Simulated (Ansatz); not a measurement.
# CO on Mg(0001): change of the work function

Aim: the work function of Mg(0001) at several coverages of CO (top site), and the dipole that each adsorbate carries.

Program: Ansatz 0.2.0. Level of theory: plane-wave DFT, PBEsol, Ansatz PAW, in the first sound run; inputs show where later runs differ. Results are calculated unless marked as measured.

## (1) Starting point

The cell holds 4 atoms: 4 Mg. Cell: a = 3.210 Å, b = 3.210 Å, c = 25.820 Å, α = 90.0°, β = 90.0°, γ = 60.0°. Vacuum lies along c.

## (2) The clean slab

The bare slab comes first, as the zero from which every change is counted. The two lowest layers are held at bulk places and the upper ones relax. The dipole correction removes the false field that a one-sided slab makes across the periodic vacuum, so each face gets a flat vacuum level of its own.

input.yaml

```yaml
crystal:
  lattice:
    - [3.21, 0.0, 0.0]
    - [1.605, 2.7799415461, 0.0]
    - [0.0, 0.0, 25.81956]
  atoms:
    - { symbol: Mg, position: [0.6666666667, 0.6666666667, 0.3485729424] }
    - { symbol: Mg, position: [0.0, 0.0, 0.4495243141] }
    - { symbol: Mg, position: [0.6666666667, 0.6666666667, 0.5504756859] }
    - { symbol: Mg, position: [0.0, 0.0, 0.6514270576] }
kpoints:
  mp_grid: { grid: [11, 11, 1] }
hamiltonian:
  xc: pbesol
scf:
  occupations: { method: fermi_dirac, width: 0.1 }
  convergence: { dr2_threshold: 1.0e-08 }
efield:
  axis: 3
  dipole_correction: true
  ramp_position: 0.97
  ramp_width: 0.06
relax:
  f_tol: 0.02
  max_steps: 60
  constraints: [{ sites: [0, 1] }]
output:
  write_potential: true
  write_density: true
  volumetric_format: npy
```

Run with:

```
> ansatz run input.yaml --threads 4 --pin off --max-ram 12288MiB --backend cpu --events-out ev --progress --plain --runs-dir out
```

Numbers of over 12 decimals in the logs are rounded to 6 here.

What it wrote:

```text
Engine: ansatz 0.2.0, x86_64-unknown-linux-gnu
Pseudopotentials: kind: paw
Pseudopotential: Mg, paw, valence charge 10, recommended cutoff 420 eV (normal), Mg.paw.azcp
Functional definition: PBEsol
  exchange = pbesol_x
  correlation = pbesol_c
Crystal: 4 atoms, lattice volume = 230.404 Å³
Basis set: ecut = 420 eV, 4575 PW (Γ), exchange–correlation on 48×48×360 points (8 copies of the dense FFT grid, shifted against one another)
Bands: 24, of which v1, the nominal top of the filled ones, is band 20 counted from 1 (19 counted from 0)
Symmetry: 6 space group operations
k-points: 16 of 121 (time reversal used)
Non-local potential: Mg, projectors of the file, l = 0: 3, l = 1: 2, l = 2: 1
PAW form: soft (Blöchl's): semilocal exchange-correlation on the pseudo side does not see the compensation charge
PAW frozen core: Mg, regenerated for the run's functional, and the local potential with it (the file was generated under x = pbe(κ = 0.804, μ = 0.219515), c = pbe(β = 0.066725))
PAW one-centre angular grid: Mg, 110 points (default); XC on 64 Gauss nodes
Initial density: superposition of atomic densities (neutral atoms: chi_scale 0, normalization atom), corrected by the library's trained network
Initial wavefunctions: pseudopotential atomic-orbital guess
Functional: x = pbesol(κ = 0.804, μ = 0.123457), c = pbesol(β = 0.046)
SCF iter   1: F=—  HF=-7647.525184 eV  |F-HF|=—  |Δ(HF+E_count)|=         —  Δρ=1.26e-3  dr2=8.75e-3  ethr=1.77e-3  p=0.000 e·Å  D=6.17e-14 V/Å  ΔV_dip=-0.00 eV  dr2_dipole=4.28e-9  V_vac-E_F(+/−)=3.83/3.83 eV  ⟨swp⟩=8.7  Hψ=1957  notcnv=0
efield: sawtooth ramp at fractional position 0.9700 (set: `efield.ramp_position`, or a place that a band, a saddle search or an elastic batch's reference lends), width 0.0600; the density the first Hamiltonian is built on has a dipole p = 0.000 e·Å; the dipole correction subtracts the counter field D = 6.17e-14 V/Å, which shifts the + side's vacuum level by -0.00 eV against the − side's; the planar-averaged density in the ramp window peaks in size at 1.5e-5 e/Å³
preconditioner: auto → LDOS  [metal: Δε(μ)=0.081 eV  Ē_g=4.545 eV  σ=0.100 eV  W_gap=0.20  n_scr=16 (ndim 8)  ℏωp=6.9 eV  f_vac=0.528  D(μ)=2.17/eV (n_scr^D=10)  β→1.0]
SCF iter   2: F=—  HF=-7647.524766 eV  |F-HF|=—  |Δ(HF+E_count)|=   4.18e-4  Δρ=6.94e-4  dr2=1.02e-3  ethr=2.19e-5  p=0.000 e·Å  D=3.32e-6 V/Å  ΔV_dip=-0.00 eV  dr2_dipole=3.21e-9  V_vac-E_F(+/−)=3.81/3.81 eV  ⟨swp⟩=2.0  Hψ=854  notcnv=0
SCF iter   3: F=—  HF=-7647.524183 eV  |F-HF|=—  |Δ(HF+E_count)|=   5.82e-4  Δρ=1.26e-4  dr2=6.03e-5  ethr=2.54e-6  p=0.000 e·Å  D=1.16e-6 V/Å  ΔV_dip=-0.00 eV  dr2_dipole=6.09e-10  V_vac-E_F(+/−)=3.80/3.80 eV  ⟨swp⟩=2.0  Hψ=711  notcnv=0
SCF iter   4: F=—  HF=-7647.524186 eV  |F-HF|=—  |Δ(HF+E_count)|=   2.25e-6  Δρ=2.96e-5  dr2=4.31e-6  ethr=1.51e-7  p=-0.000 e·Å  D=-1.01e-7 V/Å  ΔV_dip=0.00 eV  dr2_dipole=1.49e-13  V_vac-E_F(+/−)=3.79/3.79 eV  ⟨swp⟩=3.0  Hψ=740  notcnv=0
SCF iter   5: F=—  HF=-7647.524161 eV  |F-HF|=—  |Δ(HF+E_count)|=   2.43e-5  Δρ=5.82e-6  dr2=1.32e-7  ethr=1.08e-8  p=-0.000 e·Å  D=-6.38e-8 V/Å  ΔV_dip=0.00 eV  dr2_dipole=3.03e-12  V_vac-E_F(+/−)=3.79/3.79 eV  ⟨swp⟩=3.0  Hψ=750  notcnv=0
SCF iter   6: F=—  HF=-7647.524162 eV  |F-HF|=—  |Δ(HF+E_count)|=   9.22e-8  Δρ=1.71e-6  dr2=1.62e-8  ethr=2.50e-11  p=-0.000 e·Å  D=-1.04e-8 V/Å  ΔV_dip=0.00 eV  dr2_dipole=3.46e-13  V_vac-E_F(+/−)=3.79/3.79 eV  ⟨swp⟩=9.5  Hψ=2325  notcnv=0
SCF iter   7: F=-7647.524162 eV  HF=-7647.524162 eV  |F-HF|=1.32e-9  |Δ(HF+E_count)|=   7.35e-9  Δρ=4.22e-7  dr2=1.36e-9  ethr=2.50e-11  p=-0.000 e·Å  D=-1.83e-9 V/Å  ΔV_dip=0.00 eV  dr2_dipole=2.77e-16  V_vac-E_F(+/−)=3.79/3.79 eV  ⟨swp⟩=8.6  Hψ=2132  notcnv=0
SCF 1 converged in 7 iterations: F = -7647.524162 eV  dr2 = 1.36e-9
  greatest PAW one-centre occupation: 1.000 electrons in one spin orbital (limit 2), on the Mg atom at site 1 (counted from 0), in its partial waves of l = 0
relax step   1: F+E_penalty+E_count = -7647.52416159 eV  Δ(F+E_penalty+E_count) = +0.000e0 eV  max|allowed force component| = 3.887e-2 eV/Å  Δτ_max = 0.0000 Å  (7 SCF iters, accepted)
Initial density: handed on by an earlier stage of this run
Initial wavefunctions: those handed on with the density
iter 1 solved again at ethr=3.49e-5 eV; its pass at ethr=3.10e-3 eV (dr2=1.40e-2 eV) is discarded
SCF iter   1: F=—  HF=-7647.526555 eV  |F-HF|=—  |Δ(HF+E_count)|=         —  Δρ=5.53e-4  dr2=5.55e-3  ethr=3.49e-5  p=0.000 e·Å  D=6.01e-8 V/Å  ΔV_dip=-0.00 eV  dr2_dipole=4.88e-4  V_vac-E_F(+/−)=3.79/3.79 eV  ⟨swp⟩=2.0  Hψ=1504  notcnv=0
efield: sawtooth ramp at fractional position 0.9700 (set: `efield.ramp_position`, or a place that a band, a saddle search or an elastic batch's reference lends), width 0.0600; the density the first Hamiltonian is built on has a dipole p = 0.000 e·Å; the dipole correction subtracts the counter field D = 6.01e-8 V/Å, which shifts the + side's vacuum level by -0.00 eV against the − side's; the planar-averaged density in the ramp window peaks in size at 1.1e-6 e/Å³
preconditioner: auto → LDOS  [metal: Δε(μ)=0.088 eV  Ē_g=4.551 eV  σ=0.100 eV  W_gap=0.22  n_scr=16 (ndim 8)  ℏωp=6.9 eV  f_vac=0.534  D(μ)=2.08/eV (n_scr^D=10)  β→1.0]
SCF iter   2: F=—  HF=-7647.526274 eV  |F-HF|=—  |Δ(HF+E_count)|=   2.81e-4  Δρ=1.52e-4  dr2=1.11e-4  ethr=1.39e-5  p=0.000 e·Å  D=3.65e-4 V/Å  ΔV_dip=-0.01 eV  dr2_dipole=5.06e-6  V_vac-E_F(+/−)=3.78/3.79 eV  ⟨swp⟩=1.9  Hψ=406  notcnv=0
SCF iter   3: F=—  HF=-7647.526275 eV  |F-HF|=—  |Δ(HF+E_count)|=   5.53e-7  Δρ=4.59e-5  dr2=2.73e-5  ethr=2.78e-7  p=0.000 e·Å  D=4.86e-5 V/Å  ΔV_dip=-0.00 eV  dr2_dipole=5.46e-7  V_vac-E_F(+/−)=3.79/3.79 eV  ⟨swp⟩=2.0  Hψ=463  notcnv=0
SCF iter   4: F=—  HF=-7647.526273 eV  |F-HF|=—  |Δ(HF+E_count)|=   2.33e-6  Δρ=8.30e-6  dr2=4.19e-7  ethr=6.83e-8  p=0.000 e·Å  D=5.78e-6 V/Å  ΔV_dip=-0.00 eV  dr2_dipole=8.32e-9  V_vac-E_F(+/−)=3.79/3.79 eV  ⟨swp⟩=2.0  Hψ=431  notcnv=0
SCF iter   5: F=—  HF=-7647.526249 eV  |F-HF|=—  |Δ(HF+E_count)|=   2.33e-5  Δρ=2.07e-6  dr2=2.94e-8  ethr=1.05e-9  p=-0.000 e·Å  D=-3.13e-5 V/Å  ΔV_dip=0.00 eV  dr2_dipole=2.72e-9  V_vac-E_F(+/−)=3.79/3.79 eV  ⟨swp⟩=2.9  Hψ=676  notcnv=0
SCF iter   6: F=-7647.526249 eV  HF=-7647.526249 eV  |F-HF|=7.64e-10  |Δ(HF+E_count)|=   1.27e-8  Δρ=4.36e-7  dr2=9.23e-10  ethr=2.50e-11  p=-0.000 e·Å  D=-4.79e-5 V/Å  ΔV_dip=0.00 eV  dr2_dipole=3.46e-12  V_vac-E_F(+/−)=3.79/3.79 eV  ⟨swp⟩=8.6  Hψ=2183  notcnv=0
SCF 2 converged in 6 iterations: F = -7647.526249 eV  dr2 = 9.23e-10
  greatest PAW one-centre occupation: 1.000 electrons in one spin orbital (limit 2), on the Mg atom at site 2 (counted from 0), in its partial waves of l = 0
relax step   2: F+E_penalty+E_count = -7647.52624930 eV  Δ(F+E_penalty+E_count) = -2.088e-3 eV  max|allowed force component| = 1.091e-2 eV/Å  Δτ_max = 0.0607 Å  (6 SCF iters, accepted)
NSCF: frozen V_eff on 16 k-points
the band table was solved once a step of the walk had ended and its energy, with any forces and stress, was formed, with the checks that follow a solve (2129 applications of the Hamiltonian). They found nothing against the state; the energy, forces and stress were not computed again (output.eigenvalues in the input reference)
WARN: The output density's exchange-correlation potential varies sharply where the density is thin. Do not read a vacuum level from v_tot or v_xc, or from such a field of the output density. On a cell that repeats whose density bears no net charge and no dipole along the vacuum's axis use v_es (v_loc + v_h of the components); under efield.dipole_correction with no amplitude use v_es + v_field, which holds any externa [...]
SCF converged after 6 iterations
Free energy (F): -7647.526249 eV
Harris-Foulkes:  -7647.526249 eV  (|F-HF|=7.64e-10)
Internal energy: -7647.459450 eV  (E = F + TS)
E sigma→0 (E₀):  -7647.492850 eV
Entropy (-TS):   -0.066799 eV (-16.700 meV/atom)
Fermi energy:    0.006129 eV
Dipole field:    D = -0.000046 V/Å  (p = -0.000058 e·Å, saw-weighted, corrected)
Work function:   Φ+ = 3.7892 eV   Φ− = 3.7880 eV
Levels:          The Fermi level and band energies are counted from a zero that moves with the ramp; work functions are not
--- Per-component energies (eV) ---
  E_band       = -1648.910064
  E_kinetic    = 297.769516
  E_local      = -32428.261012  (includes V_loc(G=0)·N_el)
  E_nonlocal   = 385.730949
  E_hartree    = 15174.231314
  E_xc         = -110.890679
  E_vxc        = -143.734071  (∫ρ·V_xc dr)
  E_paw        = -1125.730431  (= ΣΔE_a)
  E_vpaw       = -108.881170  (= ΣTr[D̂ρ^β])
  E_aug_tail   = -0.000011  (compensation charges beyond the density's cutoff)
  E_efield     = 0.000000  (sawtooth field / dipole correction)
  E_vefield    = -0.000049  (∫n·V_field dr)
  E_ewald      = 10159.455455
  E_core_change = 0.235449  (= ΣΔE_core)
  E_smearing   = -0.066799  (= −TS)
  E_closure    = -0.000000  (closes the sum)
  Σ components = -7647.526249   (vs F -7647.526249, Δ=0.00e0)
--- Forces (eV/Å), atoms counted from 1 ---
  atom   1  Mg    -0.00000000     0.00000000     0.02942154
  atom   2  Mg     0.00000000    -0.00000000    -0.02462636
  atom   3  Mg    -0.00000000     0.00000000     0.00610464
  atom   4  Mg     0.00000000    -0.00000000    -0.01090530
  max |Σ_I F_I| component: 5.48e-6 eV/Å
--- Band table (eV; the first three rows and the last of 16) ---
  k-point 0: bands = [... 16 lower, -6.5715, -5.7513, -4.4658, -2.6849, -0.9472, 1.2659, 2.8646, 3.7404]
  k-point 1: bands = [... 16 lower, -6.4102, -5.5911, -4.3070, -2.5270, -0.7971, 1.4173, 3.0187, 3.8970]
  k-point 2: bands = [... 16 lower, -5.9281, -5.1123, -3.8326, -2.0561, -0.3468, 1.8638, 3.4731, 4.3607]
  k-point 15: bands = [... 16 lower, -0.8260, -0.8016, -0.0927, -0.0561, 0.7981, 1.0623, 1.2463, 2.1477]
--- Relaxed structure (2 steps of the walk, 2 accepted, 0 SCFs on fresh bases) ---
  F+E_penalty+E_count = -7647.52624930 eV   max|allowed force component| = 1.091e-2 eV/Å
  atoms:
    - { symbol: Mg, position: [0.666667, 0.666667, 0.348573] }
    - { symbol: Mg, position: [0.0, 0.0, 0.449524] }
    - { symbol: Mg, position: [0.666667, 0.666667, 0.548698] }
    - { symbol: Mg, position: [0, 0, 0.649074] }
```

It took 5.1 s on 4 threads of Intel Xeon Platinum 8259CL at 2.50GHz (Skylake/Cascade Lake), shared host; peak memory 0.55 GiB; 18 s of CPU time.

Relaxation path:

| step | energy less that of the first step (eV) | largest force component (eV/Å) |
| --- | --- | --- |
| 1 | 0.0000 | 0.0389 |
| 2 | -0.0021 | 0.0109 |

The run keeps the 6 symmetry operations that it works with, so distortions that break them were not tested.

The atoms that moved most (Å):

| atom | dx | dy | dz | length |
| --- | --- | --- | --- | --- |
| Mg4 | 0.000 | 0.000 | -0.061 | 0.061 |
| Mg3 | 0.000 | 0.000 | -0.046 | 0.046 |

The relaxed structure:

```xyz
4
Lattice="3.2100 0.0000 0.0000 1.6050 2.7799 0.0000 0.0000 0.0000 25.8196" Properties=species:S:1:pos:R:3
Mg    3.2100    1.8533    9.0000
Mg    0.0000    0.0000   11.6065
Mg    3.2100    1.8533   14.1672
Mg    0.0000    0.0000   16.7588
```

This step gave:

```yaml
energy_at_zero_smearing: -7647.4928 eV
work_function_upper_face: 3.789 eV
dipole_along_the_normal: -5.80e-5 e·Å
```

Running mean over 2.60652 Å of the planar mean; the ramp of the sawtooth is left out. Electron's electrostatic potential energy less the Fermi level against z:

| z (Å) | electron's electrostatic potential energy less the Fermi level (eV) |
| --- | --- |
| 3.5 | 3.79 |
| 4.0 | 3.79 |
| 4.5 | 3.78 |
| 5.0 | 3.77 |
| 5.5 | 3.74 |
| 6.0 | 3.64 |
| 6.5 | 3.35 |
| 7.0 | 2.60 |
| 7.5 | 0.677 |
| 8.0 | -2.10 |
| 8.5 | -3.59 |
| 9.0 | -4.01 |
| 9.5 | -4.05 |
| 10.0 | -4.01 |
| 10.5 | -4.00 |
| 11.0 | -4.00 |
| 11.5 | -4.01 |
| 12.0 | -4.04 |
| 12.5 | -4.16 |
| 13.0 | -4.23 |
| 13.5 | -4.09 |
| 14.0 | -4.02 |
| 14.5 | -4.02 |
| 15.0 | -4.05 |
| 15.5 | -4.09 |
| 16.0 | -4.07 |
| 16.5 | -4.07 |
| 17.0 | -3.88 |
| 17.5 | -3.08 |
| 18.0 | -0.810 |
| 18.5 | 1.82 |
| 19.0 | 3.05 |
| 19.5 | 3.53 |
| 20.0 | 3.70 |
| 20.5 | 3.76 |
| 21.0 | 3.78 |
| 21.5 | 3.79 |
| 22.0 | 3.79 |
| 22.5 | 3.79 |

The relaxation took 2 steps and lowered the energy by 0.0021 eV; the largest force on the free atoms ends at 0.011 eV/Å.

The work function of the upper face is 3.79 eV.

[end of part 1 of 5]

[Logs are printed without paths, hosts, clocks, repeated set-up lines and the standing remarks that a program may print on its own settings, such as how far it seeks lower states.]

[Hosts, paths, dates, database ids (printed as entryN), source tags and the programs' standing remarks are cut or masked in the printed files.]

[Maps of the electrostatic potential energy from Ansatz leave out the sawtooth potential of an applied field or a dipole correction, so their vacuum need not be flat; planar profiles and work functions include it.]
